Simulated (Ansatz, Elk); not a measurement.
# Bonding as seen by X-rays: LuCo3N

The structure of LuCo3N used here is made up (a known structure type with other elements) and was relaxed beforehand with PBEsol. The aim is the Fourier transform of its all-electron density, F(hkl), set beside the sum over free spherical atoms that refinements use.

Program: Elk 11.2.3 (patched build). Level of theory: DFT, PBE, all-electron APW+lo, Dirac cores, scalar-relativistic bands, static density, ferromagnetic start. Results are calculated unless marked as measured.

The structure was built from a prototype and need not be the compound's stable phase.

### Step 1. Starting point

It takes space group Pm-3m (No. 221, cubic). The conventional cell has a = 3.846 Å, b = 3.846 Å, c = 3.846 Å, α = 90.00°, β = 90.00°, γ = 90.00°. Lu has 12 Co at 2.72 Å and 8 N at 3.33 Å nearest. Co has 2 N at 1.92 Å nearest. Nearest to N lie 6 Co at 1.92 Å and 8 Lu at 3.33 Å. Farther neighbours and most contacts between anions are not listed.

As a file:

```cif
data_structure
_symmetry_space_group_name_H-M 'P 1'
_symmetry_Int_Tables_number 1
_cell_length_a 3.8462
_cell_length_b 3.8462
_cell_length_c 3.8462
_cell_angle_alpha 90.000
_cell_angle_beta 90.000
_cell_angle_gamma 90.000
_cell_volume 56.90
loop_
_atom_site_label
_atom_site_type_symbol
_atom_site_fract_x
_atom_site_fract_y
_atom_site_fract_z
_atom_site_occupancy
Lu1 Lu 0.00000 0.00000 0.00000 1
Co2 Co 0.50000 0.50000 0.00000 1
Co3 Co 0.50000 0.00000 0.50000 1
Co4 Co 0.00000 0.50000 0.50000 1
N5 N 0.50000 0.50000 0.50000 1
```

### Step 2. Ground state and structure factors

An all-electron density is needed, since X-rays see the cores too. Task 0 finds the density and task 195 Fourier-transforms it; tshift is off so that phases refer to the origin typed.

File elk.in:

```
tasks
  0
  195
  196

xctype
  20

spinpol
  .true.

rgkmax
  7.0

gmaxvr
  14.0

lmaxo
  7

lmaxapw
  8

swidth
  0.002

tshift
  .false.

ramdisk
  .false.

hmaxvr
  5.5

maxscl
  120

epspot
  1e-06

reducebf
  0.8

sppath
  './'

avec
  7.26833038322 -0.00000000000 0.00000000000
  -0.00000000000 7.26833038322 0.00000000000
  0.00000000000 0.00000000000 7.26833038322

atoms
  3
  'Lu.in'
  1
  -0.0000000000 -0.0000000000 -0.0000000000   0.000000 0.000000 0.000000
  'Co.in'
  3
  0.5000000000 0.5000000000 0.0000000000   0.000000 0.000000 -0.045000
  0.5000000000 0.0000000000 0.5000000000   0.000000 0.000000 -0.045000
  -0.0000000000 0.5000000000 0.5000000000   0.000000 0.000000 -0.045000
  'N.in'
  1
  0.5000000000 0.5000000000 0.5000000000   0.000000 0.000000 0.000000

ngridk
  5 5 5
```

On the command line:

```bash
> OMP_NUM_THREADS=4 elk
```

Numbers of over 12 decimals in the logs are rounded to 6 here.

The log of the run:

```text
┌─────────────────────────┐
│ Elk code version 11.2.3 │
└─────────────────────────┘

All units are atomic (Hartree, Bohr, etc.)

┌─────────────────────────────────────────────────┐
│ Ground-state run starting from atomic densities │
└─────────────────────────────────────────────────┘

Lattice vectors :
   7.268330383      -0.000000000       0.000000000
  -0.000000000       7.268330383       0.000000000
   0.000000000       0.000000000       7.268330383

Reciprocal lattice vectors :
  0.8644606087       0.000000000      -0.000000000
   0.000000000      0.8644606087      -0.000000000
  -0.000000000      -0.000000000      0.8644606087

Unit cell volume      :    383.9759115
Brillouin zone volume :   0.6460046216

Muffin-tin inner radius fraction :   0.1000000000E-01

Nuclei treated as point charges

Species : 1 (Lu)
 parameters loaded from : Lu.in
 name : lutetium
 nuclear charge    :   -71.00000000
 electronic charge :    71.00000000
 atomic mass :    318945.3298
 muffin-tin radius :    2.800000000
 number of radial points in muffin-tin :   1393
 inner part over the whole radius :   0.9962478555E-02
 number on inner part of muffin-tin    :    999
 approximate nuclear radius :   0.9954169502E-04
 number of mesh points to nuclear radius :    517
 atomic positions (lattice), magnetic fields (Cartesian) :
  1 :   0.00000000  0.00000000  0.00000000    0.00000000  0.00000000  0.00000000

Species : 2 (Co)
 parameters loaded from : Co.in
 name : cobalt
 nuclear charge    :   -27.00000000
 electronic charge :    27.00000000
 atomic mass :    107428.6517
 muffin-tin radius :    2.048094395
 number of radial points in muffin-tin :    993
 inner part over the whole radius :   0.9996040730E-02
 number on inner part of muffin-tin    :    698
 approximate nuclear radius :   0.7243775530E-04
 number of mesh points to nuclear radius :    336
 atomic positions (lattice), magnetic fields (Cartesian) :
  1 :   0.50000000  0.50000000  0.00000000    0.00000000  0.00000000 -0.04500000
  2 :   0.50000000  0.00000000  0.50000000    0.00000000  0.00000000 -0.04500000
  3 :   0.00000000  0.50000000  0.50000000    0.00000000  0.00000000 -0.04500000

Species : 3 (N)
 parameters loaded from : N.in
 name : nitrogen
 nuclear charge    :   -7.000000000
 electronic charge :    7.000000000
 atomic mass :    25532.65216
 muffin-tin radius :    1.536070796
 number of radial points in muffin-tin :    593
 inner part over the whole radius :   0.9926723880E-02
 number on inner part of muffin-tin    :    405
 approximate nuclear radius :   0.4939692610E-04
 number of mesh points to nuclear radius :    171
 atomic positions (lattice), magnetic fields (Cartesian) :
  1 :   0.50000000  0.50000000  0.50000000    0.00000000  0.00000000  0.00000000

Total number of atoms per unit cell :    5
Total muffin-tin volume :    215.0933173
 ratio of muffin-tin to unit cell volume :   0.5601739870

Spin treatment :
 spin-polarised
 global magnetic field (Cartesian) :    0.000000000       0.000000000       0.000000000
 collinear magnetisation in z-direction

Number of Bravais lattice symmetries :   48
Number of crystal symmetries         :   48
Crystal has inversion symmetry
Real symmetric eigensolver will be used

k-point grid :      5     5     5
k-point offset :    0.000000000       0.000000000       0.000000000
k-point set is reduced with full crystal symmetry group
Total number of k-points :       10

Muffin-tin radius times maximum |G+k| :    7.000000000
 using average radius
Maximum |G+k| for APW functions       :    3.339581856
Maximum (1/2)|G+k|²                   :    5.576403486
Maximum |G| for potential and density :    14.00000000
Constant for pseudocharge density :   10
 order of it for each species :   17  17  17
 order of it for pair densities of each species (exact exchange by exxq0 0: 18) :   17   9   4
Radial integration step length :    1

G-vector grid sizes :     35    35    35
Number of G-vectors :    17845

Maximum angular momentum used for
[...]
Absolute change in total energy (target)   :    7.735944980     (  0.1000000000E-03)

[... loops 3 to 23 left out ...]

┌──────────────────┐
│ Loop number : 24 │
└──────────────────┘

Energies :
 Fermi                       :     0.392181
 sum of occupied eigenvalues :     -11334.822503952
 electron kinetic            :      20552.080474788
 core electron kinetic       :      19644.793122767
 Coulomb                     :     -38879.935751716
 Coulomb potential           :     -31249.745352911
 nuclear-nuclear             :     -2118.8523232683
 electron-nuclear            :     -42329.338262186
 Hartree                     :      5568.2548337390
 Madelung                    :     -23255.063075260
 xc potential                :     -637.06762607180
 xc effective B-field        :    -0.89996221725754E-01
 external B-field            :      0.000000
 exchange                    :     -480.12276163862
 correlation                 :     -8.355705
 electron entropic           :    -0.71187626855231E-03
 total energy                :     -18816.334455559
 (external B-field energy excluded from total)

Density of states at Fermi energy :    51.12504346
 (states/Hartree/unit cell)

Estimated indirect band gap :   0.4739393661E-02
 from k-point 10 to k-point 5
Estimated direct band gap   :   0.1113283124E-01
 at k-point 5

Charges :
 core                        :    84.00000000
 valence                     :    75.00000000
 interstitial                :    7.013537025
 muffin-tins (core leakage)
  species : 1 (Lu)
[...]
species : 2 (Co)
[...]
species : 3 (N)
[...]
total in muffin-tins        :    151.9864630
 total calculated charge     :    158.9899239
 total charge                :    159.0000000
 error                       :   0.1007612261E-01

Moments :
 interstitial                :  -0.1733803937
 muffin-tins
  species : 1 (Lu)
[...]
species : 2 (Co)
[...]
species : 3 (N)
[...]
total in muffin-tins        :    3.114448467
 total moment                :    2.941068073

RMS change in Kohn-Sham potential (target) :   0.2093006843E-06 (  0.1000000000E-05)
Absolute change in total energy (target)   :   0.1173673809E-05 (  0.1000000000E-03)

Convergence targets achieved

┌──────────────────┐
│ Loop number : 25 │
└──────────────────┘

Energies :
 Fermi                       :     0.392181
 sum of occupied eigenvalues :     -11334.822497292
 electron kinetic            :      20552.080462237
 core electron kinetic       :      19644.793124694
 Coulomb                     :     -38879.935733446
 Coulomb potential           :     -31249.745360002
 nuclear-nuclear             :     -2118.8523232683
 electron-nuclear            :     -42329.338218946
 Hartree                     :      5568.2548087686
 Madelung                    :     -23255.063053445
 xc potential                :     -637.06760011301
 xc effective B-field        :    -0.89995790026419E-01
 external B-field            :      0.000000
 exchange                    :     -480.12276011365
 correlation                 :     -8.355705
 electron entropic           :    -0.71188881509785E-03
 total energy                :     -18816.334448351
 (external B-field energy excluded from total)

Density of states at Fermi energy :    51.12617097
 (states/Hartree/unit cell)

Estimated indirect band gap :   0.4739184492E-02
 from k-point 10 to k-point 5
Estimated direct band gap   :   0.1113279246E-01
 at k-point 5

Charges :
 core                        :    84.00000000
 valence                     :    75.00000000
 interstitial                :    7.013537406
 muffin-tins (core leakage)
  species : 1 (Lu)
[...]
species : 2 (Co)
[...]
atom 2                    :    25.47834291     (  0.2866813866E-02)
   atom 3                    :    25.47834291     (  0.2866813866E-02)
  species : 3 (N)
   atom 1                    :    5.753520217     (  0.2764609462E-05)
 total in muffin-tins        :    151.9864626
 total calculated charge     :    158.9899239
 total charge                :    159.0000000
 error                       :   0.1007612268E-01

Moments :
 interstitial                :  -0.1733784332
 muffin-tins
  species : 1 (Lu)
[...]
species : 2 (Co)
[...]
atom 2                    :    1.053385757
   atom 3                    :    1.053385757
  species : 3 (N)
   atom 1                    :   0.1422220938
 total in muffin-tins        :    3.114442691
 total moment                :    2.941064258

┌──────────────────────────────┐
│ Self-consistent loop stopped │
└──────────────────────────────┘

Warning : core states of species 2 leak from the muffin-tin :   0.2866813866E-02

Wrote STATE.OUT
```

Elapsed: 2.2 min, on 4 threads of Arm Neoverse V2, shared host; peak memory 0.57 GiB.

SFACRHO.OUT:

```text

h k l indices transformed by vhmat matrix:
   1.000000000       0.000000000       0.000000000    
   0.000000000       1.000000000       0.000000000    
   0.000000000       0.000000000       1.000000000    

      h      k      l  multipl.   |H|            Re(F)            Im(F)           |F|

      0      0      0      1   0.0000000       159.00000     -0.66242060E-17   159.00000    
     -1      0      0      6  0.86446061       35.241460     -0.58947474E-14   35.241460    
      1     -1      0     12   1.2225319       44.194321      0.27206511E-14   44.194321    
     -1     -1     -1      8   1.4972897       114.37293      0.13489424E-13   114.37293    
      0      0     -2      6   1.7289212       116.46584      0.10339919E-13   116.46584    
     -1     -2      0     24   1.9329927       32.436997     -0.54051947E-14   32.436997    
      1     -2      1     24   2.1174874       38.133832     -0.83131215E-14   38.133832    
      0      2     -2     12   2.4450638       98.012121     -0.41234177E-14   98.012121    
      0     -3      0      6   2.5933818       30.386993      0.45247132E-13   30.386993    
     -1      2     -2     24   2.5933818       29.962659     -0.64010222E-14   29.962659    
      3      1      0     24   2.7336645       33.942114      0.29177722E-14   33.942114    
      1     -3      1     24   2.8670915       84.267015     -0.42141491E-13   84.267015    
     -2      2      2      8   2.9945794       86.108598     -0.71375074E-14   86.108598    
     -3      2      0     24   3.1168571       28.078894      0.33179495E-13   28.078894    
     -3      1      2     48   3.2345154       31.385213      0.10418365E-13   31.385213    
      0     -4      0      6   3.4578424       77.492130      0.12622828E-13   77.492130    
      2     -2     -3     24   3.5642624       26.257728      0.32498340E-13   26.257728    
      4     -1      0     24   3.5642624       26.123608     -0.21206796E-14   26.123608
```

Elk indexes on the primitive cell of elk.in and gives |H| = 4π sin θ/λ in inverse bohr. Below, one row stands for each form hkl of the conventional cell (m members, Friedel mates merged), F is for one primitive cell and the density is static (no thermal factor). Free-atom factors are Waasmaier and Kirfel's, and R is Σm||F|−|F'||/Σm|F|.

| hkl | m | sin θ/λ (Å⁻¹) | abs F, DFT | neutral atoms | diff. |
| --- | --- | --- | --- | --- | --- |
| 100 | 6 | 0.130 | 35.242 | 35.439 | -0.198 |
| 110 | 12 | 0.184 | 44.194 | 44.339 | -0.144 |
| 111 | 8 | 0.225 | 114.373 | 114.895 | -0.522 |
| 200 | 6 | 0.260 | 116.466 | 116.824 | -0.358 |
| 210 | 24 | 0.291 | 32.437 | 32.604 | -0.167 |
| 211 | 24 | 0.318 | 38.134 | 37.984 | +0.150 |
| 220 | 12 | 0.368 | 98.012 | 98.316 | -0.304 |
| 300 | 6 | 0.390 | 30.387 | 30.060 | +0.327 |
| 221 | 24 | 0.390 | 29.963 | 30.060 | -0.097 |
| 310 | 24 | 0.411 | 33.942 | 34.168 | -0.226 |
| 311 | 24 | 0.431 | 84.267 | 84.417 | -0.150 |
| 222 | 8 | 0.450 | 86.109 | 86.243 | -0.135 |
| 320 | 24 | 0.469 | 28.079 | 28.023 | +0.056 |
| 321 | 48 | 0.486 | 31.385 | 31.543 | -0.158 |
| 400 | 6 | 0.520 | 77.492 | 77.650 | -0.158 |
| 322 | 24 | 0.536 | 26.258 | 26.337 | -0.079 |
| 410 | 24 | 0.536 | 26.124 | 26.337 | -0.213 |
| 411 | 24 | 0.551 | 29.617 | 29.538 | +0.080 |

### Step 3. The magnetisation density

The same run holds the spin density, and task 196 transforms it. The order is that of the start, and no other was tried.

SFACMAG_1.OUT:

```text

h k l indices transformed by vhmat matrix:
   1.000000000       0.000000000       0.000000000    
   0.000000000       1.000000000       0.000000000    
   0.000000000       0.000000000       1.000000000    

      h      k      l  multipl.   |H|            Re(F)            Im(F)           |F|

      0      0      0      1   0.0000000       2.9410644     -0.89292950E-18   2.9410644    
     -1      0      0      6  0.86446061      -1.2302752     -0.23797044E-15   1.2302752    
      1     -1      0     12   1.2225319     -0.70750869      0.96063921E-16  0.70750869    
     -1     -1     -1      8   1.4972897       2.1895577      0.52685817E-15   2.1895577    
      0      0     -2      6   1.7289212       2.0897017      0.36332546E-15   2.0897017    
     -1     -2      0     24   1.9329927     -0.63293855     -0.15404983E-15  0.63293855    
      1     -2      1     24   2.1174874     -0.51110950     -0.27109658E-15  0.51110950    
      0      2     -2     12   2.4450638       1.3159355     -0.10534944E-15   1.3159355    
      0     -3      0      6   2.5933818     -0.56292811      0.11992326E-14  0.56292811    
     -1      2     -2     24   2.5933818     -0.42125017     -0.17963204E-15  0.42125017    
      3      1      0     24   2.7336645     -0.25081866      0.18500462E-16  0.25081866    
      1     -3      1     24   2.8670915      0.88706040     -0.10276597E-14  0.88706040    
     -2      2      2      8   2.9945794      0.90102286     -0.15932891E-15  0.90102286    
     -3      2      0     24   3.1168571     -0.31792080      0.69848442E-15  0.31792080    
     -3      1      2     48   3.2345154     -0.16783018      0.18468398E-15  0.16783018    
      0     -4      0      6   3.4578424      0.49699154      0.23038010E-15  0.49699154
```

The total moment is 2.94 μB a cell; sphere moments: Lu1 -0.19, Co2 +1.05, Co3 +1.05, Co4 +1.05, N5 +0.14 μB. Polarised neutrons measure spin and orbital magnetisation together; without spin-orbit coupling the run gives the spin part:

| hkl | sin θ/λ (Å⁻¹) | abs F_M (μB) |
| --- | --- | --- |
| 100 | 0.130 | 1.230 |
| 110 | 0.184 | 0.708 |
| 111 | 0.225 | 2.190 |
| 200 | 0.260 | 2.090 |
| 210 | 0.291 | 0.633 |
| 211 | 0.318 | 0.511 |
| 220 | 0.368 | 1.316 |
| 300 | 0.390 | 0.563 |
| 221 | 0.390 | 0.421 |
| 310 | 0.411 | 0.251 |
| 311 | 0.431 | 0.887 |
| 222 | 0.450 | 0.901 |
| 320 | 0.469 | 0.318 |
| 321 | 0.486 | 0.168 |

[end of part 1 of 2]

[Logs are printed without paths, hosts, clocks, repeated set-up lines and the standing remarks that a program may print on its own settings, such as how far it seeks lower states.]

[Hosts, paths, dates, database ids (printed as entryN), source tags and the programs' standing remarks are cut or masked in the printed files.]
